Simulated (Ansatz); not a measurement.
# Liquid Al2O3 at 2363 K (110 atoms): repeated cells from small to large, part 2 of 2

How do plane waves and support functions scale when liquid Al2O3 at 2363 K (110 atoms) is repeated?

Ansatz 0.2.0; Kohn-Sham DFT, PBEsol, PAW (set soft_1), plane waves.

The cell: 44 Al and 66 O. The network of bonds at the start is that of the classical potential that made the cell.

So far. Step 7 (Support functions, 2970 atoms): The energy lies 2.94 meV/atom below the dense-mesh reference.

## Step 8: Truncated density matrix, 2970 atoms

Cutting the density matrix at a range is meant to remove the step that grows fastest with size; it needs a cell with a gap.

This step: Kohn-Sham DFT, PBEsol, PAW (set soft_1), localised support functions (medium), truncated density matrix (Ansatz 0.2.0).

The input, input.yaml:

```yaml
crystal:
  lattice:
    - [10.8291, 0.0, 0.0]
    - [0.0, 10.8291, 0.0]
    - [0.0, 0.0, 10.8291]
  atoms:
    [... the 110 atom lines of step 2 ...]
  supercell: [3, 3, 3]
kpoints:
  mp_grid: { grid: [1, 1, 1] }
hamiltonian:
  xc: pbesol
  pseudopotentials: { kind: paw, azcp: { folder: soft_1 }, xc_functional: pbe }
scf:
  occupations: { method: fermi_dirac, width: 0.025 }
  eigensolver:
    kind:
      support_functions: { accuracy: medium, density_matrix: { truncated: {} } }
    mixed_precision: true
  mixing: { beta: 0.2 }
  max_iter: 150
output:
  forces: true
```

The run is started by

```
$ ansatz run input.yaml --threads 32 --pin off --max-ram 92160MiB --backend cuda --events-out ev --progress --plain --runs-dir out --max-vram 78GiB
```

Numbers of over 12 decimals in the logs are rounded to 6 here.

What it wrote:

```text
Warning: scf.eigensolver.kind.support_functions: disabling space-group detection — the functions' gradient is summed over unrotated k-points, so no spatial operation reduces the k-mesh or symmetrises the density; time reversal is kept, so that k and −k are solved as one point where they differ and the mesh holds both, and exact exchange and, on two spinor components, a DFT+U term hold to it where the run has them: [...]
Warning: basis.ecutwfc = 464 eV, auto-derived: no grid that the accuracy of the support functions lays serves the files at the lower one that their records recommend; a deck with other species or settings can derive another value
settings of this run that can trade accuracy for cost: scf.eigensolver.mixed_precision: true; scf.eigensolver.kind.support_functions; scf.eigensolver.kind.support_functions.density_matrix.truncated [...]
[...]
GPU FFT provider: cuFFT
GPU libraries: cuBLAS 13.8.1, cuFFT 12.4.0, cuSOLVER 12.3.2
[...]
Crystal: 2970 atoms, lattice volume = 34287.898 Å³
Basis set: ecut = 464 eV, 778295 PW (Γ), exchange–correlation on 480×480×480 points (8 copies of the dense FFT grid, shifted against one another)
Bands: 7319, of which v1, the nominal top of the filled ones, is band 7128 counted from 1 (7127 counted from 0)
Symmetry: 1 space group operations
k-points: 1
[...]
GPU buffer pool allocated for 13824000 grid points (all kernels)
[...]
SCF iter   1: F=—  HF=-1625561.600487 eV  |F-HF|=—  |Δ(HF+E_count)|=         —  Δρ=1.29e-1  dr2=5.97e3  ethr=1.00e-1
[...]
SCF iter  23: F=—  HF=-1625330.866344 eV  |F-HF|=—  |Δ(HF+E_count)|=   2.41e-4  Δρ=3.83e-6  dr2=6.10e-6  ethr=6.68e-11  κ⁻¹=9.0e-5(r=7)
SCF iter  24: F=-1625330.866022 eV  HF=-1625330.866023 eV  |F-HF|=6.77e-7  |Δ(HF+E_count)|=   3.21e-4  Δρ=2.77e-6  dr2=3.88e-6  ethr=4.28e-11
WARN: states of the grid below an occupied one that the support functions miss were sought only among those that the levels near the highest filled one couple to: one that couples little to each, as a local one in a large cell, is not found (with such a state the run ended in a higher one, [...]
SCF 1 converged in 24 iterations: F = -1625331.273614 eV  dr2 = 3.88e-6
[...]
SCF converged after 24 iterations
Stability not checked: this state was not tested for a lower state beside it, because the mixer in use, unlike msr1, does not test its closes by its own steps (another_mixer; see scf.mixing.algorithm and scf.lower_state_search)
Free energy (F): -1625331.273614 eV
[...]
Internal energy: -1625331.273614 eV  (E = F + TS)
E sigma→0 (E₀):  -1625331.273614 eV
Entropy (-TS):   -0.000000 eV (-0.000 meV/atom)
Fermi energy:    6.353326 eV
[...]
Σ components = -1625331.273614   (vs F -1625331.273614, Δ=0.00e0)
--- Forces (eV/Å), atoms counted from 1 ---
  atom   1  Al     0.04349817    -3.50513868     3.10485709
  atom   2  Al    -2.61089798     6.25244760     4.06530108
  atom   3  Al    -1.92248294    -1.32233911     8.07611555
  atom   4  Al     0.48827132     0.62781567     3.04311179
  atom   5  Al    -1.02845355     1.42646171     0.30127420
  atom   6  Al    -2.02241718    -0.66710614     1.41540568
  [... forces on the other 2964 atoms ...]
  max |Σ_I F_I| component: 4.70e-2 eV/Å
```

It took 53 s on 1 × NVIDIA GB200 with 32 threads of Arm Neoverse V2, shared host; peak memory 7.5 GiB; 1.8 min of CPU time.

That memory is the host's; the program planned up to 65.9 GiB on the GPU.

The program repeats the typed cell 3×3×3 times, 2970 atoms in all; totals in the log are those of the whole repeated cell, and force differences are taken after averaging over the copies of each atom.

The program notes that the search for missed states was only partial.

The energy lies 2.94 meV/atom below the dense-mesh reference.

## Step 9: Support functions, 7040 atoms

The repeated cell is solved at Γ in support functions.

This step: Kohn-Sham DFT, PBEsol, PAW (set soft_1), localised support functions (medium) (Ansatz 0.2.0).

input.yaml, the sections that differ from step 8:

```yaml
crystal:
  lattice:
    - [10.8291, 0.0, 0.0]
    - [0.0, 10.8291, 0.0]
    - [0.0, 0.0, 10.8291]
  atoms:
    [... the 110 atom lines of step 2 ...]
  supercell: [4, 4, 4]
scf:
  occupations: { method: fermi_dirac, width: 0.025 }
  eigensolver: { kind: { support_functions: { accuracy: medium } } }
  mixing: { beta: 0.2 }
  max_iter: 150
# kpoints, hamiltonian, output: as in step 8
```

It took 7 min on 1 × NVIDIA GB200 with 32 threads; peak memory 51 GiB; 9.3 min of CPU time.

That memory is the host's; the program planned up to 75.8 GiB on the GPU.

The program repeats the typed cell 4×4×4 times, 7040 atoms in all; totals in the log are those of the whole repeated cell, and force differences are taken after averaging over the copies of each atom.

It converged in 20 SCF cycles; the log is left out.

The energy lies 2.94 meV/atom below the dense-mesh reference.

## Step 10: Truncated density matrix, 7040 atoms

Cutting the density matrix at a range is meant to remove the step that grows fastest with size; it needs a cell with a gap.

This step: Kohn-Sham DFT, PBEsol, PAW (set soft_1), localised support functions (medium), truncated density matrix (Ansatz 0.2.0).

input.yaml, the sections that differ from step 9:

```yaml
scf:
  occupations: { method: fermi_dirac, width: 0.025 }
  eigensolver:
    kind:
      support_functions: { accuracy: medium, density_matrix: { truncated: {} } }
    mixed_precision: true
  mixing: { beta: 0.2 }
  max_iter: 150
# crystal, kpoints, hamiltonian, output: as in step 9
```

What it wrote:

```text
[...]
GPU FFT provider: cuFFT
GPU libraries: cuBLAS 13.8.1, cuFFT 12.4.0, cuSOLVER 12.3.2
[...]
Crystal: 7040 atoms, lattice volume = 81275.017 Å³
Basis set: ecut = 464 eV, 1844421 PW (Γ), exchange–correlation on 640×640×640 points (8 copies of the dense FFT grid, shifted against one another)
Bands: 17331, of which v1, the nominal top of the filled ones, is band 16896 counted from 1 (16895 counted from 0)
Symmetry: 1 space group operations
k-points: 1
[...]
GPU buffer pool allocated for 32768000 grid points (all kernels)
[...]
SCF iter   1: F=—  HF=-3853181.756769 eV  |F-HF|=—  |Δ(HF+E_count)|=         —  Δρ=1.29e-1  dr2=1.41e4  ethr=1.00e-1
[...]
SCF iter  22: F=—  HF=-3852636.162875 eV  |F-HF|=—  |Δ(HF+E_count)|=   3.04e-2  Δρ=1.32e-5  dr2=7.74e-5  ethr=3.47e-10  κ⁻¹=1.9e-4(r=7)
SCF iter  23: F=-3852636.191687 eV  HF=-3852636.191690 eV  |F-HF|=3.01e-6  |Δ(HF+E_count)|=   2.88e-2  Δρ=2.27e-6  dr2=9.36e-6  ethr=2.29e-10
[...]
SCF 1 converged in 23 iterations: F = -3852637.098951 eV  dr2 = 9.36e-6
[...]
SCF converged after 23 iterations
[...]
Free energy (F): -3852637.098951 eV
[...]
Internal energy: -3852637.098951 eV  (E = F + TS)
E sigma→0 (E₀):  -3852637.098951 eV
Entropy (-TS):   -0.000000 eV (-0.000 meV/atom)
Fermi energy:    6.364044 eV
[...]
Σ components = -3852637.098951   (vs F -3852637.098951, Δ=0.00e0)
--- Forces (eV/Å), atoms counted from 1 ---
  atom   1  Al     0.04344067    -3.50502833     3.10479674
  atom   2  Al    -2.61087934     6.25232798     4.06525624
  atom   3  Al    -1.92256781    -1.32226294     8.07602391
  atom   4  Al     0.48832957     0.62777586     3.04317121
  atom   5  Al    -1.02845806     1.42634150     0.30118916
  atom   6  Al    -2.02242417    -0.66709596     1.41546587
  [... forces on the other 7034 atoms ...]
  max |Σ_I F_I| component: 1.24e-1 eV/Å
```

It took 3.3 min on 1 × NVIDIA GB200 with 32 threads; peak memory 40 GiB; 15 min of CPU time.

That memory is the host's; the program planned up to 77.9 GiB on the GPU.

The program repeats the typed cell 4×4×4 times, 7040 atoms in all; totals in the log are those of the whole repeated cell, and force differences are taken after averaging over the copies of each atom.

The program notes that exchange and correlation on the finer grid ran on the CPU.

The energy lies 2.94 meV/atom below the dense-mesh reference.

## Step 11: Scaling with size

Differences are against the typed cell on a 2×2×2 mesh, which samples like Γ on 880 atoms (r.m.s. force component 2.05 eV/Å, gap 0.997 eV). Every repeated cell is solved at Γ, and forces are averaged over the copies of each atom. Hardware: 1 × NVIDIA GB200 with 32 threads of Arm Neoverse V2, shared host.

| atoms | repeats | basis | Δ force, r.m.s. (meV/Å) | Δ energy (meV/atom) | less plane waves of the same size (meV/atom) | gap (eV) | spread among copies (meV/Å) | SCF cycles | time | host memory (GiB) | planned on the GPU (GiB) |
| --- | --- | --- | --- | --- | --- | --- | --- | --- | --- | --- | --- |
| 110 | 1×1×1 | plane waves | 7.67 | 2.23 | - | 0.979 | - | 10 | 1.9 s | 1.0 | 4.2 |
| 110 | 1×1×1 | support functions | 7.82 | -0.670 | -2.9 | 0.979 | - | 15 | 4.4 s | 1.0 | 3.3 |
| 880 | 2×2×2 | plane waves | 0.012 | 0 | - | 0.997 | 0 | 11 | 13 s | 2.2 | 62 |
| 880 | 2×2×2 | support functions | 0.723 | -2.92 | -2.9 | 0.997 | 0.024 | 19 | 15 s | 2.4 | 17 |
| 2970 | 3×3×3 | support functions | 0.712 | -2.94 | - | 0.998 | 0.014 | 20 | 77 s | 7.6 | 61 |
| 2970 | 3×3×3 | truncated density matrix | 0.69 | -2.94 | - | - | 0.011 | 24 | 53 s | 7.5 | 66 |
| 7040 | 4×4×4 | support functions | 0.716 | -2.94 | - | 0.998 | 0.009 | 20 | 7 min | 51 | 76 |
| 7040 | 4×4×4 | truncated density matrix | 0.694 | -2.94 | - | - | 0.016 | 23 | 3.3 min | 40 | 78 |

## Step 12: What the reference run shows

The comparisons rest on this run, so its electronic structure is set out here.

Neighbours are counted within 2.38 Å (O-Al).

Length of the force by element and coordination:

| element | coordination | atoms | mean length of the force (eV/Å) | spread | least | most |
| --- | --- | --- | --- | --- | --- | --- |
| Al | all | 44 | 3.68 | 1.82 | 0.408 | 8.41 |
| Al | 3 | 3 | 3.37 | 1.31 | 1.67 | 4.87 |
| Al | 4 | 26 | 3.93 | 2.10 | 0.408 | 8.41 |
| Al | 5 | 15 | 3.31 | 1.22 | 0.924 | 6.66 |
| O | all | 66 | 2.63 | 1.70 | 0.318 | 8.32 |
| O | 2 | 16 | 2.57 | 1.45 | 0.551 | 5.43 |
| O | 3 | 45 | 2.69 | 1.86 | 0.318 | 8.32 |
| O | 4 | 4 | 2.20 | 0.711 | 1.49 | 3.27 |
| O | 5 | 1 | 2.48 | 0 | 2.48 | 2.48 |

Löwdin charges by element and coordination (they lack the spilled electrons, 0.042 e an atom on average):

| element | coordination | atoms | mean charge (e) | spread | least | most |
| --- | --- | --- | --- | --- | --- | --- |
| Al | all | 44 | 1.30 | 0.0393 | 1.23 | 1.41 |
| Al | 3 | 3 | 1.32 | 0.03 | 1.28 | 1.35 |
| Al | 4 | 26 | 1.30 | 0.0408 | 1.25 | 1.41 |
| Al | 5 | 15 | 1.28 | 0.0329 | 1.23 | 1.35 |
| O | all | 66 | -0.794 | 0.0289 | -0.861 | -0.717 |
| O | 2 | 16 | -0.809 | 0.0204 | -0.839 | -0.767 |
| O | 3 | 45 | -0.794 | 0.0271 | -0.861 | -0.719 |
| O | 4 | 4 | -0.757 | 0.0319 | -0.806 | -0.717 |
| O | 5 | 1 | -0.747 | 0 | -0.747 | -0.747 |

Density of states as counts of states in windows of 1 eV (from the Fermi level), total and some projections:

| from (eV) | to (eV) | total | O p | Al p | Al s |
| --- | --- | --- | --- | --- | --- |
| -14 | -10 | 0.0 | 0.0 | 0.0 | 0.0 |
| -10 | -9 | 2.0 | 1.5 | 0.1 | 0.3 |
| -9 | -8 | 23.1 | 17.1 | 1.8 | 3.5 |
| -8 | -7 | 39.0 | 29.3 | 4.1 | 4.5 |
| -7 | -6 | 51.2 | 40.2 | 6.6 | 2.8 |
| -6 | -5 | 60.5 | 49.9 | 7.2 | 1.6 |
| -5 | -4 | 65.5 | 57.4 | 5.4 | 1.0 |
| -4 | -3 | 70.2 | 64.2 | 3.6 | 0.8 |
| -3 | -2 | 52.5 | 49.2 | 1.7 | 0.4 |
| -2 | -1 | 25.8 | 24.5 | 0.7 | 0.1 |
| -1 | 0 | 6.2 | 5.8 | 0.2 | 0.0 |
| 0 | 1 | 0.7 | 0.1 | 0.1 | 0.3 |
| 1 | 2 | 4.9 | 1.1 | 1.2 | 1.6 |
| 2 | 3 | 11.8 | 2.7 | 3.9 | 3.4 |
| 3 | 4 | 17.3 | 3.3 | 7.1 | 4.1 |
| 4 | 5 | 28.9 | 4.5 | 13.9 | 5.7 |

The curve was stored every 0.10 eV, coarse against its broadening of 0.08 eV, so these counts are rough.

Between -22 and -14 eV lie 132 more states.

Not all projections were asked for or kept, so they needn't add up to the total.

The levels nearest the highest filled one (over half full), pooled over k-points and spins:

| level less the highest filled one (eV) | occupation |
| --- | --- |
| -0.0079 | 2 |
| -0.0078 | 2 |
| -0.0077 | 2 |
| -0.0047 | 2 |
| -0.0025 | 2 |
| 0 | 2 |
| 0.997 | 0 |
| 1.49 | 0 |
| 1.51 | 0 |
| 1.54 | 0 |
| 1.73 | 0 |
| 1.74 | 0 |

Mean Löwdin charges: Al +1.30, O -0.79 e (they miss 0.88 % of the electrons, so they add up to more than the cell's charge). The largest share in the top eV of filled states is O p (95 % of the projected weight), and in the lowest eV of empty states Al s (38 % of the projected weight).

## Step 13: Outcome

```json
{"free energy per atom": "-547.2466 eV/atom", "pressure": "-1.679 GPa", "r.m.s. force component": "2.052 eV/Å", "gap (highest filled to lowest empty level)": "0.9967 eV", "wall time of the 9 DFT runs": "13 min"}
```

What this shows: Repeating the cell at Γ samples more k-points: in plane waves the energy difference from the dense mesh goes from 2.23 meV/atom at 110 atoms to 0 at 880, and the force difference from 7.7 to 0.012 meV/Å; the gap goes from 0.979 to 0.997 eV. With plane waves, the time grows as the 0.9 power of the atom count between the two largest sizes, 110 and 880 atoms. The smaller run is short enough for fixed overheads to flatten this slope. With support functions, the time grows as the 2.0 power of the atom count between the two largest sizes, 2970 and 7040 atoms. With the truncated density matrix, the time grows as the 1.5 power of the atom count between the two largest sizes, 2970 and 7040 atoms. At 7040 atoms truncation (run in mixed precision) changes the energy by +0.0025 meV/atom and takes 0.46 times the time of the full density matrix. At equal size the support functions lie 2.9 meV/atom below plane waves, likely because their grid holds more waves than 420 eV; no run tests this. Support functions take 2.4 times the time of plane waves at 110 atoms and 1.1 times at 880, so no crossover is reached among the sizes that both ran.

The highest filled and lowest empty levels differ by 0.997 eV (on the run's k-points); a semilocal functional tends to put such gaps too low. In a disordered cell it changes from sample to sample and from frame to frame.

**Limits.** The force components of 2.1 eV/Å r.m.s. come partly from thermal motion and partly from the difference between the classical potential and DFT. The stress is far from hydrostatic: its diagonal is -1.1, 0.6, -4.5 GPa, compression counted positive. The pressure of -1.7 GPa is that of one thermal frame, in which the classical model's bond lengths enter as well as the volume, without the kinetic term.

[Logs are printed without paths, hosts, clocks, repeated set-up lines and the standing remarks that a program may print on its own settings, such as how far it seeks lower states.]

[Hosts, paths, dates, database ids (printed as entryN), source tags and the programs' standing remarks are cut or masked in the printed files.]
